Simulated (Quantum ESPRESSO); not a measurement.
# Work-function anisotropy of Ni, part 5 of 6

Wanted: work functions of Ni face by face, under two functionals.

Quantum ESPRESSO 7.5; plane-wave DFT, PBE, PseudoDojo norm-conserving pseudopotentials.

So far. Step 7 (Relaxing the ions of (100), PBE): The relaxation lowers the energy by 5 meV an atom. On the free atoms the largest force ends at 0.025 eV/Å. Step 11 (Potential by pp.x of (100)): On (100) the work function under PBEsol lies +0.11 eV from PBE's.

**12. Relaxing the ions of (110), PBE**

Level of this step: plane-wave DFT, PBE, GBRV ultrasoft pseudopotentials (Quantum ESPRESSO 7.5).

System of this step: Ni(110), 7 layers. The cell holds 7 atoms: 7 Ni. Its edges and angles: a = 3.520 Å, b = 2.489 Å, c = 23.467 Å, α = 90.0°, β = 90.0°, γ = 90.0°. It derives from Ni. Vacuum lies along c.

File 110.relax.in:

```
&control
  prefix = '110.relax'
  outdir = './out'
  pseudo_dir = './pseudo'
  nstep = 40
  forc_conv_thr = 0.001
  calculation = 'relax'
/
&system
  ibrav = 0
  nat = 7
  ntyp = 1
  ecutwfc = 40
  ecutrho = 200
  occupations = 'smearing'
  smearing = 'mv'
  degauss = 0.02
  nspin = 2
  starting_magnetization(1) = 0.12
/
&electrons
  conv_thr = 1e-07
  mixing_beta = 0.4
  electron_maxstep = 120
  mixing_mode = 'local-TF'
/
&ions
/
ATOMIC_SPECIES
  Ni  58.6934  ni_pbe_v1.4.uspp.F.UPF
CELL_PARAMETERS angstrom
  3.52000000000000 0.00000000000000 0.00000000000000
  0.00000000000000 2.48901586977665 0.00000000000000
  0.00000000000000 0.00000000000000 23.46704760932994
ATOMIC_POSITIONS crystal
  Ni  0.000000000000 0.000000000000 0.340903556902
  Ni  0.500000000000 0.500000000000 0.393935704601
  Ni  0.000000000000 0.000000000000 0.446967852301 0 0 0
  Ni  0.500000000000 0.500000000000 0.500000000000 0 0 0
  Ni  0.000000000000 0.000000000000 0.553032147699 0 0 0
  Ni  0.500000000000 0.500000000000 0.606064295399
  Ni  0.000000000000 0.000000000000 0.659096443098
K_POINTS automatic
  8 12 1 0 0 0
```

Started as:

```console
OMP_NUM_THREADS=1 mpirun -n 4 pw.x -nk 4 -in 110.relax.in > 110.relax.out
```

What it wrote:

```text
[banner, memory and clock lines left out]
Program PWSCF v.7.5 starts

          URL

     Message from routine setup:
     using ibrav=0 with symmetry is DISCOURAGED, use correct ibrav instead

     G-vector sticks info

     bravais-lattice index     =            0
     lattice parameter (alat)  =       6.6518  a.u.
     unit-cell volume          =    1387.4757 (a.u.)^3
     number of atoms/cell      =            7
     number of atomic types    =            1
     number of electrons       =       126.00
     number of Kohn-Sham states=           76
     kinetic-energy cutoff     =      40.0000  Ry
     charge density cutoff     =     200.0000  Ry
     scf convergence threshold =      1.0E-07
     mixing beta               =       0.4000
     number of iterations used =            8  local-TF  mixing
     energy convergence thresh.=      1.0E-04
     force convergence thresh. =      1.0E-03
     Exchange-correlation=  SLA  PW   PBX  PBC
                           (   1   4   3   4   0   0   0)
     nstep                     =           40

     celldm(1)=   6.651836  celldm(2)=   0.000000  celldm(3)=   0.000000
     celldm(4)=   0.000000  celldm(5)=   0.000000  celldm(6)=   0.000000

     crystal axes: (cart. coord. in units of alat)
               a(1) = (   1.000000   0.000000   0.000000 )
               a(2) = (   0.000000   0.707107   0.000000 )
               a(3) = (   0.000000   0.000000   6.666775 )

     reciprocal axes: (cart. coord. in units 2 pi/alat)
               b(1) = (  1.000000  0.000000  0.000000 )
               b(2) = (  0.000000  1.414214  0.000000 )
               b(3) = (  0.000000  0.000000  0.149998 )

     PseudoPot. # 1 for Ni read from file:
     ./pseudo/ni_pbe_v1.4.uspp.F.UPF
     Pseudo is Ultrasoft + core correction, Zval = 18.0
     Generated by new atomic code, or converted to UPF format
     Using radial grid of  865 points,  6 beta functions with:
                l(1) =   0
                l(2) =   0
                l(3) =   1
                l(4) =   1
                l(5) =   2
                l(6) =   2
     Q(r) pseudized with 10 coefficients,  rinner =    0.980   0.980   0.980
                                                       0.980   0.980

     atomic species   valence    mass     pseudopotential
     Ni               18.00    58.69340     Ni( 1.00)

     Starting magnetic structure
     atomic species   magnetization
     Ni              0.120

      8 Sym. Ops., with inversion, found

   Cartesian axes

     site n.     atom                  positions (alat units)
         1        Ni     tau(   1) = (   0.0000000   0.0000000   2.2727273  )
         2        Ni     tau(   2) = (   0.5000000   0.3535534   2.6262807  )
         3        Ni     tau(   3) = (   0.0000000   0.0000000   2.9798341  )
         4        Ni     tau(   4) = (   0.5000000   0.3535534   3.3333874  )
         5        Ni     tau(   5) = (   0.0000000   0.0000000   3.6869408  )
         6        Ni     tau(   6) = (   0.5000000   0.3535534   4.0404942  )
         7        Ni     tau(   7) = (   0.0000000   0.0000000   4.3940476  )

     number of k points=    35  Marzari-Vanderbilt smearing, width (Ry)=  0.0200
                       cart. coord. in units 2pi/alat
        k(    1) = (   0.0000000   0.0000000   0.0000000), wk =   0.0104167
        k(    2) = (   0.0000000   0.1178511   0.0000000), wk =   0.0208333
        k(    3) = (   0.0000000   0.2357023   0.0000000), wk =   0.0208333
        k(    4) = (   0.0000000   0.3535534   0.0000000), wk =   0.0208333
        k(    5) = (   0.0000000   0.4714045   0.0000000), wk =   0.0208333
        k(    6) = (   0.0000000   0.5892557   0.0000000), wk =   0.0208333
        k(    7) = (   0.0000000  -0.7071068   0.0000000), wk =   0.0104167
        k(    8) = (   0.1250000   0.0000000   0.0000000), wk =   0.0208333
        k(    9) = (   0.1250000   0.1178511   0.0000000), wk =   0.0416667
        k(   10) = (   0.1250000   0.2357023   0.0000000), wk =   0.0416667
        k(   11) = (   0.1250000   0.3535534   0.0000000), wk =   0.0416667
        k(   12) = (   0.1250000   0.4714045   0.0000000), wk =   0.0416667
        k(   13) = (   0.1250000   0.5892557   0.0000000), wk =   0.0416667
        k(   14) = (   0.1250000  -0.7071068   0.0000000), wk =   0.0208333
        k(   15) = (   0.2500000   0.0000000   0.0000000), wk =   0.0208333
        k(   16) = (   0.2500000   0.1178511   0.0000000), wk =   0.0416667
        k(   17) = (   0.2500000   0.2357023   0.0000000), wk =   0.0416667
        k(   18) = (   0.2500000   0.3535534   0.0000000), wk =   0.0416667
        k(   19) = (   0.2500000   0.4714045   0.0000000), wk =   0.0416667
        k(   20) = (   0.2500000   0.5892557   0.0000000), wk =   0.0416667
        k(   21) = (   0.2500000  -0.7071068   0.0000000), wk =   0.0208333
        k(   22) = (   0.3750000   0.0000000   0.0000000), wk =   0.0208333
        k(   23) = (   0.3750000   0.1178511   0.0000000), wk =   0.0416667
        k(   24) = (   0.3750000   0.2357023   0.0000000), wk =   0.0416667
        k(   25) = (   0.3750000   0.3535534   0.0000000), wk =   0.0416667
        k(   26) = (   0.3750000   0.4714045   0.0000000), wk =   0.0416667
        k(   27) = (   0.3750000   0.5892557   0.0000000), wk =   0.0416667
        k(   28) = (   0.3750000  -0.7071068   0.0000000), wk =   0.0208333
        k(   29) = (  -0.5000000   0.0000000   0.0000000), wk =   0.0104167
        k(   30) = (  -0.5000000   0.1178511   0.0000000), wk =   0.0208333
        k(   31) = (  -0.5000000   0.2357023   0.0000000), wk =   0.0208333
        k(   32) = (  -0.5000000   0.3535534   0.0000000), wk =   0.0208333
        k(   33) = (  -0.5000000   0.4714045   0.0000000), wk =   0.0208333
        k(   34) = (  -0.5000000   0.5892557   0.0000000), wk =   0.0208333
        k(   35) = (  -0.5000000  -0.7071068   0.0000000), wk =   0.0104167

     Dense  grid:    66259 G-vectors     FFT dimensions: (  30,  24, 200)

     Smooth grid:    47591 G-vectors     FFT dimensions: (  27,  20, 180)

     Check: negative core charge=   -0.000015
     Generating pointlists ...
     new r_m :   0.2917 (alat units)  1.9402 (a.u.) for type    1

     Initial potential from superposition of free atoms

     starting charge     112.0000, renormalised to     126.0000

     negative rho (up, down):  1.919E-03 1.507E-03
     Starting wfcs are   91 randomized atomic wfcs

     per-process dynamical memory:   187.2 Mb

     Self-consistent Calculation

     iteration #  1     ecut=    40.00 Ry     beta= 0.40
[...]
2.4609   2.7249   2.9355   3.0076   3.1273   3.1280   3.1842   3.2345
     3.2823   3.4654   3.6394   3.6629   3.7431   3.7797   3.9196   4.0556
     4.0936   4.1297   4.9844   6.6751   8.6793   8.7221   9.5042   9.8272
    10.3569  10.4480  11.4375  11.9592

          k = 0.1250 0.4714 0.0000 (  5928 PWs)   bands (ev):

   -98.9673 -98.9612 -98.9529 -98.9514 -98.9316 -98.5873 -98.5873 -59.4665
   -59.4467 -59.4436 -59.4266 -59.4142 -59.4118 -59.4019 -59.3869 -59.3627
   -59.3582 -59.3480 -59.3240 -59.3119 -59.3074 -59.2844 -59.1064 -59.1063
   -59.0105 -59.0105 -58.9435 -58.9430  -2.1502  -1.2881  -0.4333   0.1815
     0.5463   0.6333   0.7132   0.8168   0.8177   1.0050   1.0313   1.2013
     1.4628   1.6137   1.8636   1.9716   2.2715   2.3079   2.4425   2.6428
     2.6932   2.9072   2.9888   3.0115   3.2373   3.3576   3.3800   3.5594
     3.5764   3.7294   3.7942   3.7972   3.8335   3.8680   4.0005   4.0907
     4.1329   4.2040   5.6213   7.4717   8.8378   9.1868  10.2162  10.4897
    10.7250  11.2184  11.3606  11.7499

          k = 0.1250 0.5893 0.0000 (  5956 PWs)   bands (ev):

   -98.9625 -98.9570 -98.9523 -98.9514 -98.9306 -98.5854 -98.5853 -59.4790
   -59.4619 -59.4549 -59.4460 -59.4357 -59.4043 -59.3999 -59.3828 -59.3618
   -59.3577 -59.3500 -59.3280 -59.3265 -59.3073 -59.2856 -59.1260 -59.1258
   -59.0109 -59.0109 -58.9415 -58.9410  -1.0605  -0.5761  -0.3453   0.0408
     0.3904   0.4283   0.5607   0.6170   0.7423   0.9922   1.1207   1.3191
     1.4043   1.4807   1.8555   1.9838   2.1356   2.3347   2.6598   2.8364
     2.9333   2.9833   3.1730   3.1757   3.4747   3.5239   3.6335   3.7426
     3.7666   3.8026   3.8665   3.9453   4.0356   4.1059   4.1597   4.4120
     4.5060   4.9769   6.4302   6.9602   7.5823   7.7448  10.0767  10.3332
    12.0096  12.2403  12.5097  12.8118

          k = 0.1250-0.7071 0.0000 (  5960 PWs)   bands (ev):

   -98.9604 -98.9547 -98.9524 -98.9520 -98.9302 -98.5846 -98.5846 -59.4843
   -59.4687 -59.4560 -59.4537 -59.4484 -59.3995 -59.3973 -59.3810 -59.3622
   -59.3506 -59.3489 -59.3418 -59.3272 -59.3074 -59.2861 -59.1329 -59.1327
   -59.0110 -59.0110 -58.9408 -58.9403  -0.3403  -0.1978  -0.1978  -0.1328
    -0.1110   0.3414   0.5094   0.5346   0.7480   0.9404   1.1797   1.3803
     1.4138   1.4203   1.9225   1.9566   2.0176   2.3945   2.6350   2.9708
     2.9766   3.0023   3.2355   3.3655   3.5216   3.5520   3.6840   3.7716
     3.7897   3.8439   3.9016   3.9528   4.1126   4.1217   4.2151   5.3504
     5.4830   5.6860   5.8990   6.4244   6.4593   6.9778   9.9837  10.1633
    13.0730  13.4149  13.7361  13.7859

          k = 0.2500 0.0000 0.0000 (  5927 PWs)   bands (ev):

   -98.9795 -98.9722 -98.9599 -98.9576 -98.9381 -98.5958 -98.5958 -59.4753
   -59.4561 -59.4495 -59.4059 -59.3704 -59.3691 -59.3477 -59.3429 -59.3310
   -59.3238 -59.3071 -59.3042 -59.2895 -59.2881 -59.2866 -59.0236 -59.0236
   -59.0118 -59.0117 -58.9501 -58.9497  -4.1173  -2.9999  -1.4551  -0.3800
    -0.1731   0.1175   0.3021   0.6428   1.0492   1.4604   1.7369   1.7577
     1.8987   1.9343   2.0836   2.3000   2.3226   2.3396   2.4005   2.4045
     2.4415   2.5499   2.5772   2.6045   2.8682   3.0734   3.1376   3.1684
     3.3022   3.4161   3.5669   3.6044   3.6114   3.7626   3.8738   4.0236
     4.0772   4.1239   4.1771   4.6527   5.4380   5.9886   7.4243   7.5845
     8.6163   9.1877   9.7026  10.6615

          k = 0.2500 0.1179 0.0000 (  5931 PWs)   bands (ev):

   -98.9783 -98.9711 -98.9593 -98.9571 -98.9376 -98.5950 -98.5950 -59.4731
   -59.4533 -59.4483 -59.4051 -59.3732 -59.3711 -59.3546 -59.3485 -59.3373
   -59.3250 -59.3122 -59.3064 -59.2999 -59.2864 -59.2845 -59.0312 -59.0311
   -59.0114 -59.0113 -58.9495 -58.9491  -3.9457  -2.8350  -1.3059  -0.2654
    -0.0487   0.2268   0.4151   0.6936   1.0875   1.3977   1.6438   1.6672
     1.8370   1.8547   1.9932   2.2425   2.2843   2.3378   2.4206   2.4288
     2.4338   2.4983   2.5364   2.6330   2.8608   3.0155   3.0657   3.0870
     3.3615   3.4339   3.4844   3.6569   3.6572   3.7918   3.9095   3.9351
     3.9637   4.0311   4.3957   5.1154   5.7076   6.2632   7.6349   7.7879
     8.7805   9.3632   9.8578  10.7845

          k = 0.2500 0.2357 0.0000 (  5916 PWs)   bands (ev):

   -98.9752 -98.9683 -98.9576 -98.9557 -98.9361 -98.5930 -98.5930 -59.4675
   -59.4463 -59.4460 -59.4045 -59.3869 -59.3792 -59.3700 -59.3579 -59.3566
   -59.3306 -59.3297 -59.3099 -59.3082 -59.2864 -59.2859 -59.0515 -59.0515
   -59.0104 -59.0104 -58.9480 -58.9476  -3.4467  -2.3626  -0.9001   0.0359
     0.2571   0.4910   0.6734   0.8263   1.1879   1.2276   1.4205   1.5010
     1.5877   1.7250   1.8710   2.0185   2.1411   2.2484   2.3216   2.3443
     2.5157   2.6365   2.6708   2.7510   2.8113   2.8887   2.9837   3.0240
     3.3498   3.3967   3.4512   3.6504   3.7550   3.8112   3.9146   3.9350
     4.0332   4.0438   4.8881   5.9055   6.3828   6.9242   8.2229   8.3552
     9.2713   9.8845  10.3209  11.1493

          k = 0.2500 0.3536 0.0000 (  5916 PWs)   bands (ev):

   -98.9706 -98.9644 -98.9555 -98.9539 -98.9341 -98.5902 -98.5902 -59.4615
   -59.4492 -59.4373 -59.4151 -59.4053 -59.3974 -59.3897 -59.3787 -59.3602
   -59.3463 -59.3417 -59.3128 -59.3101 -59.2932 -59.2853 -59.0787 -59.0787
   -59.0095 -59.0094 -58.9459 -58.9454  -2.6749  -1.6599  -0.3945   0.3720
     0.4915   0.7317   0.7774   0.9593   1.0599   1.0844   1.2641   1.4230
     1.5162   1.5749   1.8551   2.0001   2.0437   2.1663   2.1769   2.2170
     2.4926   2.7280   2.8011   2.8936   2.9940   3.0140   3.0378   3.1053
     3.2578   3.4456   3.5353   3.5896   3.8152   3.8710   3.9216   3.9541
     4.0762   4.3800   5.5743   6.7487   7.2777   7.7695   9.0917   9.2117
    10.0849  10.7285  11.0725  11.7579

          k = 0.2500 0.4714 0.0000 (  5892 PWs)   bands (ev):

   -98.9658 -98.9601 -98.9536 -98.9524 -98.9321 -98.5874 -98.5874 -59.4612
   -59.4604 -59.4449 -59.4346 -59.4271 -59.4090 -59.4025 -59.3859 -59.3610
   -59.3528 -59.3465 -59.3199 -59.3079 -59.3033 -59.2846 -59.1053 -59.1052
   -59.0087 -59.0087 -58.9438 -58.9433  -1.7450  -0.8896  -0.0819   0.4482
     0.4628   0.6555   0.7128   0.8515   0.8983   1.1673   1.2748   1.3588
     1.5158   1.6091   1.9291   2.0307   2.0705   2.1118   2.3150   2.4907
     2.5176   2.7347   2.8340   2.8837   3.0520   3.2135   3.3704   3.5151
     3.5293   3.6161   3.6950   3.7086   3.7929   3.9327   3.9543   4.0645
     4.0786   4.9050   6.4173   7.3637   8.2448   8.5224  10.0485  10.2403
    10.6253  11.1840  11.3271  11.8785

          k = 0.2500 0.5893 0.0000 (  5927 PWs)   bands (ev):

   -98.9619 -98.9564 -98.9526 -98.9518 -98.9307 -98.5853 -98.5853 -59.4721
   -59.4675 -59.4641 -59.4533 -59.4490 -59.4025 -59.4010 -59.3895 -59.3639
   -59.3499 -59.3423 -59.3279 -59.3174 -59.3049 -59.2843 -59.1243 -59.1242
   -59.0084 -59.0083 -58.9423 -58.9418  -0.8586  -0.2807  -0.0317   0.2073
     0.3155   0.5223   0.5402   0.7236   0.9052   1.1636   1.3094   1.3934
     1.5008   1.7839   1.9359   2.0454   2.1998   2.2273   2.3099   2.6072
     2.7201   2.7822   2.9807   3.0846   3.0973   3.3568   3.5244   3.5947
     3.6980   3.7165   3.9572   3.9960   4.0051   4.0265   4.1419   4.2543
     4.6992   5.8218   6.6971   7.3771   7.8291   8.6256  10.3986  10.5375
    10.7743  11.2016  12.0360  12.8044

          k = 0.2500-0.7071 0.0000 (  5932 PWs)   bands (ev):

   -98.9604 -98.9547 -98.9524 -98.9520 -98.9302 -98.5846 -98.5846 -59.4767
   -59.4714 -59.4687 -59.4661 -59.4553 -59.3965 -59.3962 -59.3952 -59.3662
   -59.3461 -59.3327 -59.3320 -59.3303 -59.3042 -59.2842 -59.1312 -59.1310
   -59.0083 -59.0083 -58.9417 -58.9412  -0.2630  -0.1526  -0.0406   0.0531
     0.1225   0.4707   0.4711   0.6771   0.9085   1.1346   1.2916   1.4285
     1.5315   1.8743   1.9420   2.0505   2.2091   2.2871   2.3926   2.6087
     2.7589   2.7697   3.1108   3.1452   3.2117   3.4390   3.5091   3.5119
     3.7378   3.7446   4.0067   4.0321   4.1126   4.1150   4.2218   5.1885
     5.3675   5.9302   6.1831   7.2430   7.3232   8.1780  10.4891  10.7784
    11.7389
[key lines of the parts left out:]
total energy              =   -2402.75417250 Ry
total magnetization       =     5.08 Bohr mag/cell
the Fermi energy is     3.8322 ev
convergence has been achieved in  25 iterations
```

Elapsed: 30 min, on 4 MPI ranks of Arm Neoverse V2, shared host; peak memory 1.1 GiB.

Relaxation path:

```csv
step,energy less that of the first step (eV),largest force (eV/Å)
1,0.0000,0.6369
2,-0.0243,0.5310
3,-0.0452,0.4234
4,-0.0661,0.2574
5,-0.0755,0.0580
6,-0.0756,0.0521
7,-0.0758,0.0451
8,-0.0760,0.0355
9,-0.0763,0.0234
```

The atoms that moved most (Å):

```csv
atom,dx,dy,dz,length
Ni1,0.000,0.000,0.083,0.083
Ni7,0.000,0.000,-0.083,0.083
Ni6,0.000,0.000,0.046,0.046
Ni2,0.000,0.000,-0.046,0.046
```

The relaxation lowers the energy by 11 meV an atom. On the free atoms the largest force ends at 0.023 eV/Å.

Read from the output:

```
free energy            : -32691.1880 eV
Fermi energy           : 3.819 eV
magnetization          : 5.04 μB
absolute magnetization : 5.77 μB
site moments           : 0.8237, 0.7558, 0.7303, 0.7148, 0.7303, 0.7558, 0.8237 μB
```

[end of part 5 of 6]

[Logs are printed without paths, hosts, clocks, repeated set-up lines and the standing remarks that a program may print on its own settings, such as how far it seeks lower states.]

[Hosts, paths, dates, database ids (printed as entryN), source tags and the programs' standing remarks are cut or masked in the printed files.]

[Maps of the electrostatic potential energy from Ansatz leave out the sawtooth potential of an applied field or a dipole correction, so their vacuum need not be flat; planar profiles and work functions include it.]
